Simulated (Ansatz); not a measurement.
## Lattice dynamics of SrTl (Pm-3m)

Aim: the vibrations of SrTl (Pm-3m), their spectra, and whether the structure is stable.

Method: DFT PBEsol, scalar-relativistic, plane waves, PAW; PAW set soft_1, in Ansatz 0.2.0.

The database entry behind the starting cell is an old determination (1933), so it need not match the best structure at ambient conditions.

## (1) Set-up

It takes space group Pm-3m (No. 221, cubic). The conventional cell has a = 4.032 Å, b = 4.032 Å, c = 4.032 Å, α = 90.00°, β = 90.00°, γ = 90.00°. Nearest to Sr lie 8 Tl at 3.49 Å. Nearest to Tl lie 8 Sr at 3.49 Å. Farther neighbours are not listed.

## (2) Relaxation

Harmonic phonons are second derivatives at a point where the forces vanish, and they are wanted at zero stress, so atoms and cell are relaxed first.

Input file input.yaml:

```yaml
crystal:
  lattice:
    - [4.032, 0.0, 0.0]
    - [0.0, 4.032, 0.0]
    - [0.0, 0.0, 4.032]
  atoms:
    - { symbol: Sr, position: [0.0, 0.0, 0.0] }
    - { symbol: Tl, position: [0.5, 0.5, 0.5] }
kpoints:
  mp_grid: { grid: [10, 10, 10] }
hamiltonian:
  xc: pbesol
  pseudopotentials: { kind: paw, azcp: { folder: soft_1 }, xc_functional: pbe }
scf:
  occupations: { method: gaussian, width: 0.1 }
output:
  forces: true
  stress: true
  eigenvalues: true
relax:
  adjacent_minimum: "off"
  f_tol: 0.005
  max_steps: 80
  cell: { stress_tol: 0.05 }
```

The run is started by

```sh
> ansatz run input.yaml --threads 4 --pin off --max-ram 10240MiB --backend cpu --events-out ev --progress --plain --runs-dir out
```

Numbers of over 12 decimals in the logs are rounded to 6 here.

The log of the run:

```text
Engine: ansatz 0.2.0, aarch64-unknown-linux-gnu
Pseudopotentials: kind: paw
Pseudopotential: Sr, paw, valence charge 10, recommended cutoff 420 eV (normal), soft_1/Sr.paw.azcp
Pseudopotential: Tl, paw, valence charge 13, recommended cutoff 420 eV (normal), soft_1/Tl.paw.azcp
Functional definition: PBEsol
  exchange = pbesol_x
  correlation = pbesol_c
Crystal: 2 atoms, lattice volume = 65.548 Å³
Basis set: ecut = 420 eV, 1309 PW (Γ), exchange–correlation on 54×54×54 points (8 copies of the dense FFT grid, shifted against one another)
Bands: 16, of which v1, the nominal top of the filled ones, is band 12 counted from 1 (11 counted from 0)
Symmetry: 48 space group operations
Space group: Pm-3m (ITA 221), of the structure as read, at distance tolerance 4.0e-5 Å
k-points: 56 of 1000
Non-local potential: Sr, projectors of the file, l = 0: 3, l = 1: 2, l = 2: 2
Non-local potential: Tl, projectors of the file, l = 0: 2, l = 1: 2, l = 2: 2, l = 3: 1
PAW form: soft (Blöchl's): semilocal exchange-correlation on the pseudo side does not see the compensation charge
PAW frozen core: Sr, regenerated for the run's functional, and the local potential with it (the file was generated under x = pbe(κ = 0.804, μ = 0.219515), c = pbe(β = 0.066725))
PAW frozen core: Tl, regenerated for the run's functional, and the local potential with it (the file was generated under x = pbe(κ = 0.804, μ = 0.219515), c = pbe(β = 0.066725))
PAW one-centre angular grid: Sr, 110 points (default); XC on 64 Gauss nodes
PAW one-centre angular grid: Tl, 590 points (default); XC on 64 Gauss nodes
Initial density: superposition of atomic densities (chi_scale 0.1, normalization cell, long waves kept (reshape's long-wave potential 0.00 eV rms))
Initial wavefunctions: pseudopotential atomic-orbital guess
Functional: x = pbesol(κ = 0.804, μ = 0.123457), c = pbesol(β = 0.046)
SCF iter   1: F=—  HF=-14791.351304 eV  |F-HF|=—  |Δ(HF+E_count)|=         —  Δρ=3.30e-2  dr2=1.27e0  ethr=3.10e-3  ⟨swp⟩=8.1  Hψ=5842  notcnv=0
preconditioner: auto → Resta (q_TF=auto, 2.291 Å⁻¹)  ε∞=3.6  [insulator: Δε(μ)=0.136 eV  Ē_g=13.126 eV  σ=0.100 eV  W_gap=0.65  n_scr=18 (ndim 8)  ℏωp=21.0 eV  f_vac=0.000  D(μ)=0.55/eV (n_scr^D=0)  ε∞_Penn≈3.6]
SCF iter   2: F=—  HF=-14790.901063 eV  |F-HF|=—  |Δ(HF+E_count)|=   4.50e-1  Δρ=1.15e-2  dr2=1.45e-1  ethr=3.10e-3  ⟨swp⟩=2.6  Hψ=2047  notcnv=0  defer=17
preconditioner: auto → Kerker (q_TF=auto, 2.291 Å⁻¹)  [metal: Δε(μ)=0.025 eV  Ē_g=13.717 eV  σ=0.100 eV  W_gap=0.14  n_scr=18 (ndim 8)  ℏωp=21.0 eV  f_vac=0.000  D(μ)=0.40/eV (n_scr^D=0)]
SCF iter   3: F=—  HF=-14790.857632 eV  |F-HF|=—  |Δ(HF+E_count)|=   4.34e-2  Δρ=4.27e-3  dr2=1.16e-2  ethr=6.31e-4  ⟨swp⟩=2.9  Hψ=1676  notcnv=0  defer=18
SCF iter   4: F=—  HF=-14790.855421 eV  |F-HF|=—  |Δ(HF+E_count)|=   2.21e-3  Δρ=6.44e-4  dr2=2.13e-4  ethr=5.04e-5  ⟨swp⟩=2.9  Hψ=1467  notcnv=0  defer=18
SCF iter   5: F=—  HF=-14790.855549 eV  |F-HF|=—  |Δ(HF+E_count)|=   1.28e-4  Δρ=1.24e-4  dr2=1.42e-5  ethr=9.27e-7  ⟨swp⟩=2.2  Hψ=1107  notcnv=0  defer=18
SCF iter   6: F=—  HF=-14790.855553 eV  |F-HF|=—  |Δ(HF+E_count)|=   4.37e-6  Δρ=2.98e-5  dr2=1.02e-6  ethr=6.20e-8  ⟨swp⟩=2.0  Hψ=1439  notcnv=0  defer=18
SCF iter   7: F=-14790.855553 eV  HF=-14790.855553 eV  |F-HF|=5.44e-8  |Δ(HF+E_count)|=   5.73e-8  Δρ=8.92e-6  dr2=9.34e-8  ethr=4.35e-10  ⟨swp⟩=8.9  Hψ=5070  notcnv=0
SCF 1 converged in 7 iterations: F = -14790.855553 eV  dr2 = 9.34e-8
  greatest PAW one-centre occupation: 0.987 electrons in one spin orbital (limit 2), on the Sr atom at site 0 (counted from 0), in its partial waves of l = 0
relax step   1: F+E_penalty+E_count = -14790.85555316 eV  Δ(F+E_penalty+E_count) = +0.000e0 eV  max|allowed force component| = 2.664e-28 eV/Å  Δτ_max = 0.0000 Å  P = -0.226 GPa  Ω = 65.548 Å³  (7 SCF iters, dr2 threshold 1.00e-7 eV, accepted)
Crystal: 2 atoms, lattice volume = 65.179 Å³
Initial density: handed on by an earlier stage of this run
Initial wavefunctions: those handed on with the density
iter 1 solved again at ethr=2.41e-7 eV; its pass at ethr=3.10e-3 eV (dr2=5.53e-5 eV) is discarded
SCF iter   1: F=—  HF=-14790.855945 eV  |F-HF|=—  |Δ(HF+E_count)|=         —  Δρ=2.34e-4  dr2=7.87e-5  ethr=2.41e-7  ⟨swp⟩=2.1  Hψ=5904  notcnv=0
preconditioner: auto → Kerker (q_TF=auto, 2.293 Å⁻¹)  [metal: Δε(μ)=0.097 eV  Ē_g=14.019 eV  σ=0.100 eV  W_gap=0.42  n_scr=18 (ndim 8)  ℏωp=21.1 eV  f_vac=0.000  D(μ)=0.36/eV (n_scr^D=0)]
SCF iter   2: F=—  HF=-14790.855916 eV  |F-HF|=—  |Δ(HF+E_count)|=   2.93e-5  Δρ=1.29e-4  dr2=2.53e-5  ethr=2.41e-7  ⟨swp⟩=2.6  Hψ=1316  notcnv=0
SCF iter   3: F=—  HF=-14790.855906 eV  |F-HF|=—  |Δ(HF+E_count)|=   9.75e-6  Δρ=3.19e-5  dr2=1.70e-6  ethr=1.10e-7  ⟨swp⟩=2.5  Hψ=1245  notcnv=0
SCF iter   4: F=-14790.855905 eV  HF=-14790.855905 eV  |F-HF|=1.13e-8  |Δ(HF+E_count)|=   6.68e-7  Δρ=7.00e-6  dr2=4.12e-8  ethr=5.57e-10  ⟨swp⟩=4.6  Hψ=4513  notcnv=0
SCF 2 converged in 4 iterations: F = -14790.855905 eV  dr2 = 4.12e-8
relax step   2: F+E_penalty+E_count = -14790.85590531 eV  Δ(F+E_penalty+E_count) = -3.522e-4 eV  max|allowed force component| = 4.627e-29 eV/Å  Δτ_max = 0.0000 Å  P = -0.061 GPa  Ω = 65.179 Å³  energy of the carried Pulay correction = +1.998e-5 eV  (4 SCF iters, dr2 threshold 1.28e-7 eV, accepted)
Crystal: 2 atoms, lattice volume = 65.045 Å³
iter 1 solved again at ethr=3.59e-8 eV; its pass at ethr=3.10e-3 eV (dr2=8.26e-6 eV) is discarded
SCF iter   1: F=—  HF=-14790.855951 eV  |F-HF|=—  |Δ(HF+E_count)|=         —  Δρ=8.54e-5  dr2=1.13e-5  ethr=3.59e-8  ⟨swp⟩=2.0  Hψ=5887  notcnv=0
preconditioner: auto → Kerker (q_TF=auto, 2.294 Å⁻¹)  [metal: Δε(μ)=0.005 eV  Ē_g=14.026 eV  σ=0.100 eV  W_gap=0.03  n_scr=18 (ndim 8)  ℏωp=21.1 eV  f_vac=0.000  D(μ)=0.36/eV (n_scr^D=0)]
SCF iter   2: F=—  HF=-14790.855939 eV  |F-HF|=—  |Δ(HF+E_count)|=   1.19e-5  Δρ=4.75e-5  dr2=3.84e-6  ethr=3.59e-8  ⟨swp⟩=2.5  Hψ=1324  notcnv=0
SCF iter   3: F=—  HF=-14790.855938 eV  |F-HF|=—  |Δ(HF+E_count)|=   1.50e-6  Δρ=1.25e-5  dr2=2.83e-7  ethr=1.67e-8  ⟨swp⟩=2.5  Hψ=1226  notcnv=0
SCF iter   4: F=-14790.855938 eV  HF=-14790.855938 eV  |F-HF|=1.67e-9  |Δ(HF+E_count)|=   1.13e-7  Δρ=2.78e-6  dr2=6.43e-9  ethr=4.00e-11  ⟨swp⟩=4.1  Hψ=4456  notcnv=0
SCF 3 converged in 4 iterations: F = -14790.855938 eV  dr2 = 6.43e-9
relax step   3: F+E_penalty+E_count = -14790.85593758 eV  Δ(F+E_penalty+E_count) = -3.227e-5 eV  max|allowed force component| = 3.772e-29 eV/Å  Δτ_max = 0.0000 Å  P = +0.001 GPa  Ω = 65.045 Å³  energy of the carried Pulay correction = +2.727e-5 eV  (4 SCF iters, dr2 threshold 9.20e-9 eV, accepted)
Initial wavefunctions: pseudopotential atomic-orbital guess (no wavefunctions were taken with the density)
iter 1 solved again at ethr=2.19e-7 eV; its pass at ethr=3.10e-3 eV (dr2=5.05e-5 eV) is discarded
SCF iter   1: F=—  HF=-14790.855920 eV  |F-HF|=—  |Δ(HF+E_count)|=         —  Δρ=5.85e-6  dr2=1.03e-8  ethr=2.19e-7  ⟨swp⟩=4.5  Hψ=9050  notcnv=0
eigensolver tolerance schedule: the retry pair's looser diagonalisation over-reported the residual by 4886.04 of it (diagonalisation noise at 0.53 of the residual, at the tolerance the schedule requests for it); recorded, not acted on — ethr = c·dr2/N_el stays at c = 1.0e-1
preconditioner: auto → Kerker (q_TF=auto, 2.294 Å⁻¹)  [metal: Δε(μ)=0.005 eV  Ē_g=14.028 eV  σ=0.100 eV  W_gap=0.03  n_scr=18 (ndim 8)  ℏωp=21.1 eV  f_vac=0.000  D(μ)=0.36/eV (n_scr^D=0)]
SCF iter   2: F=—  HF=-14790.855910 eV  |F-HF|=—  |Δ(HF+E_count)|=   9.11e-6  Δρ=2.91e-6  dr2=3.68e-9  ethr=4.49e-11  ⟨swp⟩=3.5  Hψ=2090  notcnv=0
SCF iter   3: F=—  HF=-14790.855910 eV  |F-HF|=—  |Δ(HF+E_count)|=   1.36e-9  Δρ=1.03e-6  dr2=9.55e-10  ethr=1.60e-11  ⟨swp⟩=1.9  Hψ=1021  notcnv=0
SCF iter   4: F=—  HF=-14790.855910 eV  |F-HF|=—  |Δ(HF+E_count)|=  1.18e-10  Δρ=2.65e-7  dr2=4.35e-11  ethr=4.15e-12  ⟨swp⟩=2.3  Hψ=1177  notcnv=0
SCF iter   5: F=-14790.855910 eV  HF=-14790.855910 eV  |F-HF|=5.46e-12  |Δ(HF+E_count)|=  3.64e-12  Δρ=3.55e-8  dr2=6.92e-13  ethr=1.00e-12  ⟨swp⟩=8.5  Hψ=5085  notcnv=0
SCF 4 converged in 5 iterations: F = -14790.855910 eV  dr2 = 6.92e-13
relax step   4: F+E_penalty+E_count = -14790.85591046 eV  Δ(F+E_penalty+E_count) = +2.712e-5 eV  max|allowed force component| = 2.503e-29 eV/Å  Δτ_max = 0.0000 Å  P = +0.001 GPa  Ω = 65.045 Å³  stress off target by 9.32e-4 GPa  SCF on the basis re-selected at this cell (its energy is not comparable with the rows above)  (5 SCF iters)
basis re-selected at this cell: Δ(F+E_penalty+E_count) = +2.712e-5 eV, ΔP = -0.000 GPa vs the last step (what re-selecting the basis moved, of the pressure what is left beyond the Pulay correction that the steps carried, after the strain that the cell walked since its last selection, with what the two solves' SCF thresholds leave and, on support functions, any second-order correction that the steps lacked; it is no m [...]
SCF converged after 5 iterations
Free energy (F): -14790.855910 eV
Harris-Foulkes:  -14790.855910 eV  (|F-HF|=5.46e-12)
Internal energy: -14790.854110 eV  (E = F + TS)
E sigma→0 (E₀):  -14790.855010 eV
Entropy (-TS):   -0.001801 eV (-0.900 meV/atom)
Fermi energy:    9.116273 eV
--- Per-component energies (eV) ---
  E_band       = -97.860791
  E_kinetic    = 499.849070
  E_local      = -1545.192143  (includes V_loc(G=0)·N_el)
  E_nonlocal   = 550.164412
  E_hartree    = 480.007289
  E_xc         = -357.854458
  E_vxc        = -278.600560  (∫ρ·V_xc dr)
  E_paw        = -12678.332963  (= ΣΔE_a)
  E_vpaw       = -284.096101  (= ΣTr[D̂ρ^β])
  E_aug_tail   = -0.000058  (compensation charges beyond the density's cutoff)
  E_ewald      = -1739.667939
  E_core_change = 0.172681  (= ΣΔE_core)
  E_smearing   = -0.001801  (= −TS)
  E_closure    = 0.000000  (closes the sum)
  Σ components = -14790.855910   (vs F -14790.855910, Δ=0.00e0)
--- Forces (eV/Å), atoms counted from 1 ---
  atom   1  Sr     0.00000000    -0.00000000    -0.00000000
  atom   2  Tl     0.00000000    -0.00000000     0.00000000
  max |Σ_I F_I| component: 5.09e-29 eV/Å
--- Stress (GPa, compression-positive) ---
        0.000932      -0.000000      -0.000000
       -0.000000       0.000932       0.000000
       -0.000000       0.000000       0.000932
  P = ⅓ Tr σ = 0.0009 GPa (0.009 kbar)
--- Band table (eV; the first three rows and the last of 56) ---
  k-point 0: bands = [... 8 lower, -2.2129, 1.1636, 10.3280, 10.3280, 11.9881, 11.9881, 11.9881, 13.5593]
  k-point 1: bands = [... 8 lower, -2.2120, 1.2661, 9.9073, 10.3583, 11.7027, 11.8061, 11.8061, 14.2290]
  k-point 2: bands = [... 8 lower, -2.2098, 1.5606, 8.7472, 10.4420, 11.4266, 11.4266, 12.0057, 14.2257]
  k-point 55: bands = [... 8 lower, -2.0774, 4.4079, 7.6295, 7.6295, 7.6295, 13.4665, 13.4665, 13.4665]
--- Relaxed structure (3 steps of the walk, 3 accepted, 1 SCFs on fresh bases) ---
  F+E_penalty+E_count = -14790.85591046 eV   max|allowed force component| = 2.503e-29 eV/Å   (the final SCF, on the basis selected at the relaxed cell)
  cell:  # Å, volume = 65.0447 Å³
    - [4.021647, 0, 0]
    - [0, 4.021647, 0.0]
    - [0, 0.0, 4.021647]
  atoms:
    - { symbol: Sr, position: [0, 0, 0] }
    - { symbol: Tl, position: [0.500000, 0.500000, 0.500000] }
```

It took 4.3 s on 4 threads of Arm Neoverse V1, shared host; peak memory 0.39 GiB; 16 s of CPU time.

The steps of the relaxation:

| step | energy less that of the first step (eV) | largest force component (eV/Å) | pressure (GPa) | volume (Å³) |
| --- | --- | --- | --- | --- |
| 1 | 0.0000 | 0.0000 | -0.23 | 65.55 |
| 2 | -0.0004 | 0.0000 | -0.06 | 65.18 |
| 3 | -0.0004 | 0.0000 | 0.00 | 65.04 |
| 4* | -0.0004 | 0.0000 | 0.00 | 65.04 |

Relaxation steps marked * repeat the geometry before them on a plane-wave basis chosen anew for their cell, so energy and pressure can jump there.

Forces are held to the 48 operations that the run works with; a distortion that breaks them can't arise in this run.

| conventional cell, symmetrised | before | after | change |
| --- | --- | --- | --- |
| a (Å) | 4.032 | 4.022 | -0.3 % |
| b (Å) | 4.032 | 4.022 | -0.3 % |
| c (Å) | 4.032 | 4.022 | -0.3 % |
| volume (Å³/atom) | 32.77 | 32.52 | -0.8 % |

The relaxed structure:

```xyz
2
Lattice="4.0216 0.0000 0.0000 0.0000 4.0216 0.0000 0.0000 0.0000 4.0216" Properties=species:S:1:pos:R:3 pbc="T T T"
Sr    0.0000    0.0000    0.0000
Tl    2.0108    2.0108    2.0108
```

This step gave:

- pressure: 9.32e-4 GPa
- volume per atom: 32.52 Å³
- gap on the k-mesh: 0 eV

In this step the volume went from 32.77 to 32.52 Å³/atom.

## (3) Tight relaxation

Phonons need a cell at rest on their own settings, so the relaxation is repeated with tight tolerances on forces and stress, using the mesh and the filling of the phonon run that follows.

Input file input.yaml:

```yaml
crystal:
  lattice:
    - [4.0216465945, 0.0, 0.0]
    - [0.0, 4.0216465945, 0.0]
    - [0.0, 0.0, 4.0216465945]
  atoms:
    - { symbol: Sr, position: [0.0, 0.0, 0.0] }
    - { symbol: Tl, position: [0.5, 0.5, 0.5] }
kpoints:
  mp_grid: { grid: [12, 12, 12] }
hamiltonian:
  xc: pbesol
  pseudopotentials: { kind: paw, azcp: { folder: soft_1 }, xc_functional: pbe }
scf:
  occupations: { method: methfessel_paxton, width: 0.2 }
output:
  forces: true
  stress: true
  eigenvalues: true
  write_density: true
  write_potential: true
  elf: true
  volumetric_format: npy
relax:
  adjacent_minimum: "off"
  f_tol: 0.001
  max_steps: 60
  cell: { stress_tol: 0.01 }
```

The log of the run:

```text
[...]
Crystal: 2 atoms, lattice volume = 65.045 Å³
Basis set: ecut = 420 eV, 1309 PW (Γ), exchange–correlation on 54×54×54 points (8 copies of the dense FFT grid, shifted against one another)
Bands: 16, of which v1, the nominal top of the filled ones, is band 12 counted from 1 (11 counted from 0)
Symmetry: 48 space group operations
[...]
k-points: 84 of 1728
[...]
k-point 83: bands = [... 8 lower, -2.0297, 4.4607, 7.6661, 7.6661, 7.6661, 13.5337, 13.5337, 13.5337]
--- Relaxed structure (3 steps of the walk, 3 accepted, 1 SCFs on fresh bases) ---
[...]
cell:  # Å, volume = 64.7910 Å³
    - [4.016413, 0, 0]
    - [0, 4.016413, 0.0]
    - [0, 0.0, 4.016413]
  atoms:
    - { symbol: Sr, position: [0, 0, 0] }
    - { symbol: Tl, position: [0.5, 0.5, 0.5] }
[key lines of the parts left out:]
SCF converged after 5 iterations
Free energy (F): -14790.843623 eV
Fermi energy:    9.151216 eV
P = ⅓ Tr σ = 0.0002 GPa (0.002 kbar)
```

Run time: 6.5 s. Hardware: 4 threads; peak memory 0.4 GiB.

Relaxation path:

| step | energy less that of the first step (eV) | largest force component (eV/Å) | pressure (GPa) | volume (Å³) |
| --- | --- | --- | --- | --- |
| 1 | 0.0000 | 0.0000 | -0.12 | 65.04 |
| 2 | -0.0001 | 0.0000 | -0.03 | 64.86 |
| 3 | -0.0001 | 0.0000 | 0.00 | 64.79 |
| 4* | -0.0001 | 0.0000 | 0.00 | 64.79 |

Relaxation steps marked * repeat the geometry before them on a plane-wave basis chosen anew for their cell, so energy and pressure can jump there.

The run keeps the 48 symmetry operations that it works with, so distortions that break them were not tested.

| conventional cell, symmetrised | before | after | change |
| --- | --- | --- | --- |
| a (Å) | 4.022 | 4.016 | -0.1 % |
| b (Å) | 4.022 | 4.016 | -0.1 % |
| c (Å) | 4.022 | 4.016 | -0.1 % |
| volume (Å³/atom) | 32.52 | 32.40 | -0.4 % |

The relaxed structure:

```xyz
2
Lattice="4.0164 0.0000 0.0000 0.0000 4.0164 0.0000 0.0000 0.0000 4.0164" Properties=species:S:1:pos:R:3 pbc="T T T"
Sr    0.0000    0.0000    0.0000
Tl    2.0082    2.0082    2.0082
```

This step gave:

```yaml
pressure: 1.88e-4 GPa
volume_per_atom: 32.40 Å³
```

Valence density in the ac plane at fractional y = 0.500, with atoms of Tl within 0.2 Å of it. It is the smooth field of the valence electrons, not physical close to the nuclei.

Ten even steps from '0' (0.0 e/Å³) to '9' (6.5 e/Å³), each cell a mean:
```
00000000000000
00000000000000
00000000000000
00000011100000
00001244310000
00001467531000
00002589741000
00002478641000
00001245420000
00000122110000
00000000000000
00000000000000
00000000000000
00000000000000
```
Columns run along a (4.0 Å), rows up along c (4.0 Å). Atoms in or near the plane, at fractional coordinates: Tl at (0.50, 0.50).

ELF in the ac plane at fractional y = 0.500, with atoms of Tl within 0.2 Å of it. It is the smooth field of the valence electrons, not physical close to the nuclei.

Ten even steps from '_' (0.02) to '@' (0.39), each cell a mean:
```
..::==**%%%%%%%%%%%%##++--::
::--++##%%%%%%%%%%%%%%##==--
++**%%@@@@@@@@@@@@@@@@%%##++
####%%@@@@@@@@@@@@@@@@@@%%##
%%%%@@@@@@@@**++##@@@@@@%%%%
%%%%%%@@@@++..__::##@@@@%%%%
%%%%%%@@%%--______++@@@@%%%%
%%%%%%@@@@==____..**@@@@%%%%
%%%%%%@@@@%%==--++@@@@@@%%%%
##%%@@@@@@@@@@%%@@@@@@@@%%%%
++**%%@@@@@@@@@@@@@@@@@@##**
--==**%%@@%%%%%%%%@@%%%%++==
..::==**%%%%%%%%%%%%##**--::
....--++##%%%%%%%%%%##++::..
```
Columns run along a (4.0 Å), rows up along c (4.0 Å). Atoms in or near the plane, at fractional coordinates: Tl at (0.50, 0.50).

Electrostatic potential energy in the ac plane at fractional y = 0.500, with atoms of Tl within 0.2 Å of it. With pseudopotentials it is smooth inside the atoms' cores, unlike the true potential.

Ten even steps from '_' (-35 eV) to '@' (12 eV), each cell a mean:
```
@@@@@@@@@@@@@@@@@@@@@@@@@@@@
@@@@@@@@@@@@@@@@@@@@@@@@@@@@
@@@@@@@@@@%%%%%%%%@@@@@@@@@@
@@@@@@@@%%##++==++##%%@@@@@@
@@@@@@%%**::____..--##@@@@@@
@@@@@@%%--________..++%%@@@@
@@@@@@##::__________==%%@@@@
@@@@@@##--__________++%%@@@@
@@@@@@%%++::______::##%%@@@@
@@@@@@@@##++--::--**%%@@@@@@
@@@@@@@@@@%%####%%%%@@@@@@@@
@@@@@@@@@@@@@@@@@@@@@@@@@@@@
@@@@@@@@@@@@@@@@@@@@@@@@@@@@
@@@@@@@@@@@@@@@@@@@@@@@@@@@@
```
Columns run along a (4.0 Å; values clipped at the 3rd and 97th percentile), rows up along c (4.0 Å). Atoms in or near the plane, at fractional coordinates: Tl at (0.50, 0.50).

The forces vanish by symmetry and the pressure is 0.000 GPa, within the tolerances set. The cell now holds 32.40 Å³/atom.

(Continued in part 2 of 2.)

[Logs are printed without paths, hosts, clocks, repeated set-up lines and the standing remarks that a program may print on its own settings, such as how far it seeks lower states.]

[Hosts, paths, dates, database ids (printed as entryN), source tags and the programs' standing remarks are cut or masked in the printed files.]
